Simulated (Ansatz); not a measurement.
# linear Tc chain under tension and compression, part 3 of 3

Does stretching change the magnetism or the channel count of the linear Tc chain?

Ansatz 0.2.0; DFT PBE, plane waves, PAW; relaxation of a chain's period (the session's first sound run).

So far, conductance of the lead as this run defines it (G₀): step 3 (the chain at a fixed length, period over the relaxed period …) 6.00; step 7 (period over the relaxed period 1.04, k-mesh 1×1×36) 6.00; step 8 (period over the relaxed period 1.08, k-mesh 1×1×35) 4.99; step 9 (period over the relaxed period 1.13, k-mesh 1×1×33) 4.51; step 10 (period over the relaxed period 1.2, k-mesh 1×1×31) 3.55. Also absolute moment (μB): step 8 2.05; step 9 2.44; step 10 3.32.

### 11. The chain at a fixed length, period over the relaxed period 1.3, k-mesh 1×1×29

Level of this step: DFT PBE, plane waves, PAW; channels and complex bands of a perfect chain (Ansatz).

The period is set to 1.3 times the relaxed one: longer bonds narrow the bands.

The cell differs from the one that the last finished run ended in (c 2.602 → 2.819 Å).

input.yaml

```yaml
crystal:
  lattice:
    - [7.5, 0.0, 0.0]
    - [0.0, 7.5, 0.0]
    - [0.0, 0.0, 2.8191535368]
  atoms:
    - { symbol: Tc, position: [0.5, 0.5, 0.0], spin: 2.0 }
magnetization:
  spin_polarized: true
kpoints:
  mp_grid: { grid: [1, 1, 29] }
scf:
  occupations: { method: fermi_dirac, width: 0.05 }
hamiltonian:
  xc: pbe
output:
  transmission:
    e_range: [-2, 2]
    de: 0.035
    kmesh: [1, 1]
    reduced_basis: true
    leads: [[0, 0]]
  stress: true
```

Command:

```console
> ansatz run input.yaml --threads 4 --pin off --max-ram 8192MiB --backend cpu --events-out ev --progress --plain --runs-dir out
```

Numbers of over 12 decimals in the logs are rounded to 6 here.

What it wrote:

```text
[...]
Crystal: 1 atoms, lattice volume = 158.577 Å³
Basis set: ecut = 500 eV, 4019 PW (Γ)
Bands: 13, of which v1, the nominal top of the filled ones, is band 8 counted from 1 (7 counted from 0)
Symmetry: 16 space group operations
[...]
k-points: 15 of 29
[...]
Starting moments: Σ|m| = 2 μB on 1 of 1 site
[...]
--- Transmission ---
  basis      : 593 plane waves across, 4 finite elements along
  points     : 1, standing for a mesh of 1 x 1
[...]
crystal 0  : Tc1, at the sites [0, 0], period 2.8192 Å: whole cells are its period
[...]
filled         : 10.4 meV over the level at which it is neutral
    channels       : 1.000000e0 up, 3.000000e0 down
[...]
[key lines of the parts left out:]
SCF converged after 9 iterations
Magnetization: 4.2959 μB (9.6480 up, 5.3520 down)
Free energy (F): -5392.897472 eV
Fermi energy:    -1.335808 eV
P = ⅓ Tr σ = -0.8638 GPa (-8.638 kbar)
```

The job ended after 15 s (4 threads of Arm Neoverse V2, shared host; peak memory 0.46 GiB).

Open channels of the lead against energy, zero at the Fermi level:

```
energy (eV)  spin up  spin down
     -2.000        6          1
     -1.790        6          1
     -1.615        4          1
     -1.405        4          1
     -1.195        4          1
     -0.985        4          1
     -0.810        4          1
     -0.600        3          3
     -0.390        3          3
     -0.215        3          3
     -0.005        1          3
      0.205        1          4
      0.415        1          4
      0.590        1          4
      0.800        1          6
      1.010        1          6
      1.185        1          6
      1.395        1          4
      1.605        1          4
      1.815        3          4
```

At the computed energy nearest the Fermi level there are 1 spin-up and 3 spin-down channels, and the thermal average gives 2.02 G₀. The change of length costs 0.867 eV a cell and leaves an absolute moment of 4.30 μB a cell.

### 12. Comparing the runs

Times are for 4 threads of Arm Neoverse V2, shared host. Results by setting:

```
no.  period over the relaxed period  conductance of the lead as this run defines it (G₀)  absolute moment (μB)  energy at zero smearing less the lowest (eV)  time  memory (GiB)
  1                            0.88                                                6.000                     0                                         1.178  23 s          0.48
  2                            0.92                                                6.000                     0                                        0.4456  23 s          0.47
  3                            0.96                                                6.000                     0                                        0.1072  20 s          0.49
  4                               1                                                6.000                     0                                             0  17 s          0.47
  5                            1.04                                                6.000                     0                                       0.08083  19 s          0.47
  6                            1.08                                                4.994                 2.050                                        0.2126  21 s          0.56
  7                            1.13                                                4.511                 2.443                                        0.3557  21 s          0.51
  8                             1.2                                                3.545                 3.323                                        0.5996  19 s          0.54
  9                             1.3                                                2.020                 4.296                                        0.8665  15 s          0.46
```

### 13. A repeat with changed settings: output.transmission.temperature = 200.0

This step: DFT PBE, plane waves, PAW; channels and complex bands of a perfect chain; changed: output.transmission.temperature = 200.0 (Ansatz 0.2.0).

The atoms of the run at the relaxed period are kept and the input is varied, to see whether the result depends on it.

input.yaml, the sections that differ from step 11:

```yaml
crystal:
  lattice:
    - [7.5, 0.0, 0.0]
    - [0.0, 7.5, 0.0]
    - [0.0, 0.0, 2.1685796437]
  atoms:
    - { symbol: Tc, position: [0.5, 0.5, 0.0], spin: 2.0 }
kpoints:
  mp_grid: { grid: [1, 1, 37] }
output:
  transmission:
    e_range: [-2, 2]
    de: 0.035
    kmesh: [1, 1]
    reduced_basis: true
    leads: [[0, 0]]
    temperature: 200.0
  stress: true
# magnetization, scf, hamiltonian: as in step 11
```

What it wrote:

```text
[...]
Crystal: 1 atoms, lattice volume = 121.983 Å³
Basis set: ecut = 500 eV, 3055 PW (Γ)
Bands: 13, of which v1, the nominal top of the filled ones, is band 8 counted from 1 (7 counted from 0)
Symmetry: 16 space group operations
[...]
k-points: 19 of 37
[...]
Starting moments: Σ|m| = 2 μB on 1 of 1 site
[...]
SCF iter   1: F=—  HF=-5393.597316 eV  |F-HF|=—  |Δ(HF+E_count)|=         —  Δρ=3.40e-2 (↑1.70e-2 ↓3.40e-2)  dr2=1.91e0  dr2_m=6.02e-1  M=0.697 μB ∫|m|=0.698 μB  β_m=0.30  ethr=3.10e-3  ⟨swp⟩=6.2  Hψ=2910  notcnv=0
[...]
SCF iter  10: F=-5393.765598 eV  HF=-5393.765598 eV  |F-HF|=3.64e-12  |Δ(HF+E_count)|=  3.00e-10  Δρ=9.89e-8 (↑9.89e-8 ↓7.22e-8)  dr2=6.50e-12  dr2_m=7.24e-12  M=-0.000 μB ∫|m|=0.000 μB  ethr=1.15e-12  ⟨swp⟩=4.3  Hψ=1788  notcnv=0
SCF 1 converged in 10 iterations: F = -5393.765598 eV  dr2 = 6.50e-12
[...]
transmission: 6 of 36 steps passed
transmission: 9 of 36 steps passed
[...]
transmission: 36 of 36 steps passed
SCF converged after 10 iterations
Magnetization: -0.0000 μB (7.5000 up, 7.5000 down)
Absolute magnetization: 0.0000 μB (∫|ρ↑−ρ↓|, with the PAW one-centre terms)
[...]
Per-site moments (μB) at R_I (Å): [(-3.49136054961225e-6, 0.894539)]
Free energy (F): -5393.765598 eV
[...]
Internal energy: -5393.753084 eV  (E = F + TS)
E sigma→0 (E₀):  -5393.759341 eV
Entropy (-TS):   -0.012514 eV (-12.514 meV/atom)
Fermi energy:    -1.571375 eV
[...]
--- Stress (GPa, compression-positive) ---
       -0.229535       0.000000       0.000000
        0.000000      -0.229535       0.000000
        0.000000       0.000000      -0.226827
  P = ⅓ Tr σ = -0.2286 GPa (-2.286 kbar)
--- Band table (eV; the first three rows and the last of 38) ---
  k-point 0 ↑: bands = [... 4 lower, -6.9422, -3.0421, -2.9385, -2.9258, 0.9438, 0.9438, 2.4223, 2.4223, ... 1 higher]
  k-point 1 ↑: bands = [... 4 lower, -6.8672, -3.0197, -2.9258, -2.9131, 0.8763, 0.8763, 2.4246, 2.4246, ... 1 higher]
  k-point 2 ↑: bands = [... 4 lower, -6.6446, -2.9523, -2.8876, -2.8751, 0.6715, 0.6715, 2.4459, 2.4459, ... 1 higher]
  k-point 18 ↓: bands = [... 4 lower, -5.7365, -5.7365, -0.7760, -0.7750, 1.2024, 5.0674, 8.9094, 8.9094, ... 1 higher]
--- Transmission ---
  basis      : 593 plane waves across, 3 finite elements along
  points     : 1, standing for a mesh of 1 x 1
[...]
crystal 0  : Tc1, at the sites [0, 0], period 2.1686 Å: whole cells are its period
[...]
channels       : 6.000000e0 up, 6.000000e0 down
    conductance    : none, the energies end too early or step too widely for 200 K: set another output.transmission.e_range or a lower de, or, where they end at an eighth of basis.ecutwfc, a higher one
```

Run time: 19 s. Hardware: 4 threads; peak memory 0.47 GiB.

This step gave:

```yaml
energy_at_zero_smearing: -5393.7593 eV
channels_at_the_energy_nearest_the_fermi_level_spin_up: 6
channels_at_the_energy_nearest_the_fermi_level_spin_down: 6
```

Open channels of the lead against energy, zero at the Fermi level:

```
energy (eV)  spin up  spin down
     -2.000        3          3
     -1.790        3          3
     -1.615        3          3
     -1.405        4          4
     -1.195        6          6
     -0.985        6          6
     -0.810        6          6
     -0.600        6          6
     -0.390        6          6
     -0.215        6          6
     -0.005        6          6
      0.205        6          6
      0.415        6          6
      0.590        6          6
      0.800        6          6
      1.010        4          4
      1.185        4          4
      1.395        4          4
      1.605        4          4
      1.815        4          4
```

It took 19 s against 17 s for the run it varies; the program gives no conductance for this window, step and temperature, so that result is lost.

The channels at the energy nearest the Fermi level, spin up and channels at the energy nearest the Fermi level, spin down stay within 0.2 % plus 0.001 of the run it varies.

The starting moments have collapsed: the run ends non-magnetic.

### 14. Summary of results

```yaml
relaxed_cell_length: 2.169 Å
conductance_at_period_x_0p88: 6.00 G₀
conductance_at_period_x_1p0: 6.00 G₀
conductance_at_period_x_1p13: 4.51 G₀
conductance_at_period_x_1p3: 2.02 G₀
absolute_moment_at_period_x_0p88: 0 μB
absolute_moment_at_period_x_1p0: 0 μB
absolute_moment_at_period_x_1p3: 4.30 μB
```

In words: In these runs no moment survives at the shortest period, and one is present from a factor of 1.08 on: longer bonds narrow the bands, which favours exchange splitting. The conductance goes from 6.00 G₀ at the shortest period to 2.02 G₀ at the longest, while the magnetic state changes too. Transport is coherent and elastic here: the atoms are frozen, so scattering by vibrations plays no part. No search over magnetic orders was made; another may lie lower. For the perfect chain only parallel moments were started; its antiparallel and spiral orders were not tested. Conductances of a perfect chain off the multiples of half a G0 come from band edges within the thermal window; the square box also splits pairs of bands that an isolated chain keeps degenerate, which moves such edges. The lead's cell of one atom keeps the chain straight and evenly spaced; a zigzag or dimerised form may lie lower.

[Logs are printed without paths, hosts, clocks, repeated set-up lines and the standing remarks that a program may print on its own settings, such as how far it seeks lower states.]

[Hosts, paths, dates, database ids (printed as entryN), source tags and the programs' standing remarks are cut or masked in the printed files.]
